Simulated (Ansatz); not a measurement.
# Y (model cell, started as body-centred cubic): a soft mode frozen in, part 3 of 3

Wanted: the energy along a soft mode of Y (model cell, started as body-centred cubic) and the structure at the end.

Ansatz 0.2.0; DFT PBE, scalar-relativistic, plane waves, PAW; PAW set soft_1.

So far. Step 5 (Energy along the mode, all amplitudes (two of the runs …): The lowest of the steps tried is at 0.22 Å, 9.73 meV/atom below the parent; the bottom of the well need not coincide with a step. Step 7 (The new phase in its own primitive cell): The largest force component left is 0.50 meV/Å and the pressure is -0.001 GPa, within the tolerances set. The cell now holds 32.61 Å³/atom. The relaxed cell has a, b, c = 3.553, 13.211, 5.558 Å (conventional setting).

This is not the structure that Y takes at ambient pressure and room temperature (hexagonal, No. 194); it is a model or a phase of other conditions.

### 8. Modes of the new phase, k-mesh 12×12×8

A relaxed structure may still be a saddle point, so its zone-centre modes are computed. No field response is asked, since the mesh shows no gap.

Input file input.yaml:

```yaml
crystal:
  lattice:
    - [1.7765399398, -6.6056652104, 0.0]
    - [1.7765399398, 6.6056652104, 0.0]
    - [0.0, 0.0, 5.5583022069]
  atoms:
    - { symbol: "Y", position: [0.564652197, 0.435347803, 0.75] }
    - { symbol: "Y", position: [0.435347803, 0.564652197, 0.25] }
    - { symbol: "Y", position: [0.8260357928, 0.1739642072, 0.75] }
    - { symbol: "Y", position: [0.1739642072, 0.8260357928, 0.25] }
kpoints:
  mp_grid: { grid: [12, 12, 8] }
hamiltonian:
  xc: pbe
  pseudopotentials: { kind: paw, azcp: { folder: soft_1 } }
scf:
  occupations: { method: methfessel_paxton, width: 0.2 }
output:
  eigenvalues: true
phonons:
  method: dfpt
```

Started as:

```bash
ansatz run input.yaml --threads 8 --pin off --max-ram 16384MiB --backend cpu --events-out ev --progress --plain --runs-dir out
```

Numbers of over 12 decimals in the logs are rounded to 6 here.

The log of the run:

```text
zone centre: on kpoints.mp_grid the ground state, and the responses unless they are solved on pairs of k-points, stand on 215 of the mesh's 1152 k-points, reduced under 4 symmetry operations, with k and −k counted as one. Each operation leaves every solved displacement unchanged or reverses it
[...]
Crystal: 4 atoms, lattice volume = 130.456 Å³
Basis set: ecut = 420 eV, 2529 PW (Γ), exchange–correlation on 96×96×80 points (8 copies of the dense FFT grid, shifted against one another)
Bands: 27, of which v1, the nominal top of the filled ones, is band 22 counted from 1 (21 counted from 0)
Symmetry: 8 space group operations
k-points: 215 of 1152 (irreducible under 4 space group operations, time reversal used)
[...]
SCF iter   1: F=—  HF=-15394.815502 eV  |F-HF|=—  |Δ(HF+E_count)|=         —  Δρ=1.70e-2  dr2=1.20e0  ethr=3.10e-3  ⟨swp⟩=4.3  Hψ=48232  notcnv=0
[...]
SCF iter  10: F=-15394.595601 eV  HF=-15394.595601 eV  |F-HF|=7.28e-12  |Δ(HF+E_count)|=  3.64e-12  S|Δr|=    0.00e0  Δρ=2.74e-8  dr2=1.05e-12  ethr=1.00e-12  ⟨swp⟩=10.7  Hψ=28689  notcnv=0
SCF 1 converged in 10 iterations: F = -15394.595601 eV  dr2 = 1.05e-12
[...]
DFPT response loops at Γ: preconditioner auto → Kerker (q_TF=auto, 2.276 Å⁻¹) (partly filled bands, converged f_vac=0.000); β = 1.00, the filter's whole step (`scf.mixing.beta` (0.50) is not read by the response loops under this deck's `scf.mixing.preconditioner`; to damp them name `kerker` or `kerker_dos`, under which they read `scf.mixing.beta`, and type it under 1.00, their step now; both keys bind the ground state too); Broyden in place of MSR1
SCF converged after 10 iterations
[...]
Free energy (F): -15394.595601 eV
[...]
Internal energy: -15394.586678 eV  (E = F + TS)
E sigma→0 (E₀):  -15394.593370 eV
Entropy (-TS):   -0.008923 eV (-2.231 meV/atom)
Fermi energy:    9.405679 eV
[...]
--- Band table (eV; the first three rows and the last of 215) ---
  k-point 0: bands = [... 18 lower, 8.0430, 8.3087, 9.1402, 9.4142, 9.7559, 9.9465, 10.5902, 11.0204, ... 6 higher]
  k-point 1: bands = [... 18 lower, 7.9421, 8.2151, 9.3197, 9.4326, 9.8013, 10.0491, 10.4527, 10.9485, ... 6 higher]
  k-point 2: bands = [... 18 lower, 7.7638, 7.9977, 9.5530, 9.6619, 9.9467, 10.2171, 10.2822, 10.7484, ... 6 higher]
  k-point 214: bands = [... 18 lower, 7.1778, 7.1778, 9.4523, 9.4523, 9.9187, 9.9187, 10.3315, 10.3315, ... 6 higher]
--- Phonons (Γ-DFPT): 6 representative perturbations + reference, on 215 of 1152 k-points (Σ response iterations 18) ---
  k mesh reduced under 4 symmetry operations, with k and −k counted as one. Each operation leaves every solved displacement unchanged or reverses it
  ASR residual: 2.786e-5 → 0.000e0 eV/Å²; symmetrization residual: 1.676e-6 eV/Å²
  ASR residual per site (eV/Å²): 2.79e-5 2.79e-5 1.95e-5 1.95e-5
  Γ frequencies (cm⁻¹): 0.00 0.00 0.00 68.36 81.81 84.09 99.08 109.89 122.77 135.00 141.56 157.41
  non-analytic LO–TO correction: not included (Born effective charges unavailable; polar crystals: no LO–TO splitting at Γ)
```

Wall time 1.7 min (8 threads of Arm Neoverse V1, shared host); peak memory 2.7 GiB.

This step gave:

- sum-rule residual before enforcement: 2.79e-5 eV/Å²
- point group: mmm
- highest optical mode at the zone centre (no LO-TO term): 157.4 cm⁻¹
- lowest optical zone-centre mode: 68.36 cm⁻¹

Patterns of degenerate modes are one choice out of their space. Modes at Γ:

```csv
mode,frequency (cm⁻¹),symmetry
1,0.0,acoustic
2,0.0,acoustic
3,0.0,acoustic
4,68.4,B1g
5,81.8,Ag
6,84.1,B3g
7,99.1,B1g
8,109.9,B3u
9,122.8,B1u
10,135.0,Ag
11,141.6,B2u
12,157.4,B3g
```

Displacements in mode 4 (68.4 cm⁻¹), the largest set to 1:
```
Y1   1.00  0.00  0.00
Y2  -1.00  0.00  0.00
Y3  -0.39  0.00  0.00
Y4   0.39  0.00  0.00
```

Displacements in mode 6 (84.1 cm⁻¹), the largest set to 1:
```
Y1   0.00  0.00  0.46
Y2   0.00  0.00 -0.46
Y3   0.00  0.00 -1.00
Y4   0.00  0.00  1.00
```

Before it was imposed, the acoustic sum rule was missed by 2.8e-5 eV/Å². Small misses are needed for a sound result but don't prove that mesh and cutoff are converged. The lowest optical mode is real, 68.4 cm⁻¹.

### 9. The phases reached

The phases reached along the modes that were followed are set side by side.

Energies are those of the first relaxation, on the mesh of the frozen mode; space group, volume and gap are those of the last relaxation. Phases, by row:

```csv
mode frozen in,space group,energy from parent (meV/atom),volume (Å³/atom),gap on mesh (eV),lowest zone-centre optical mode (cm⁻¹),largest shift (Å)
parent,Im-3m,0,32.97,0,–,–
"q = (0, 0, -0.5), 68i cm⁻¹",P6_3/mmc,-123.9,32.85,0,88.3,0.528
"q = (0, 0.25, 0.25), 57i cm⁻¹",Cmcm,-81.42,32.61,0,68.4,0.666
```

### 10. Summary of results

```
unstable mode of the parent                                                      : q = (0, 0.25, 0.25), 57i cm⁻¹
depth at the lowest point sampled                                                : 9.73 meV/atom
largest atomic shift at that point                                               : 0.22 Å
space group reached (within 0.01 Å)                                              : Cmcm
energy gained over the parent (first relaxation, on the mesh of the frozen mode) : 81.4 meV/atom
volume per atom, phase reached                                                   : 32.6 Å³
lowest optical zone-centre mode, phase reached                                   : 68.4 cm⁻¹
highest optical mode at the zone centre (no LO-TO term), phase reached           : 157 cm⁻¹
```

Along this mode the structure falls into Cmcm, 81.4 meV/atom below the parent. At the parent's cell the well is 9.729 meV/atom deep on the steps tried, with its lowest point at a shift of 0.22 Å. Relaxing atoms and cell changes the gain by +71.69 meV/atom against the lowest step (energies at zero smearing). Most of the total comes from this relaxation. The new phase has no imaginary mode at the zone centre of its cell; other wavevectors were not checked. Of the 2 patterns followed to their end from this parent, this one ends 42.4 meV/atom above the lowest, P6_3/mmc. Each path keeps the symmetry of its pattern, so a lower phase may lie along a pattern not tried. With no gap, or one that is small against the smearing, the frequencies hang on the k mesh and the smearing, most of all near Kohn anomalies. The starting cell was built on a prototype and not taken from a measurement, so the phase need not exist.

[Logs are printed without paths, hosts, clocks, repeated set-up lines and the standing remarks that a program may print on its own settings, such as how far it seeks lower states.]

[Hosts, paths, dates, database ids (printed as entryN), source tags and the programs' standing remarks are cut or masked in the printed files.]
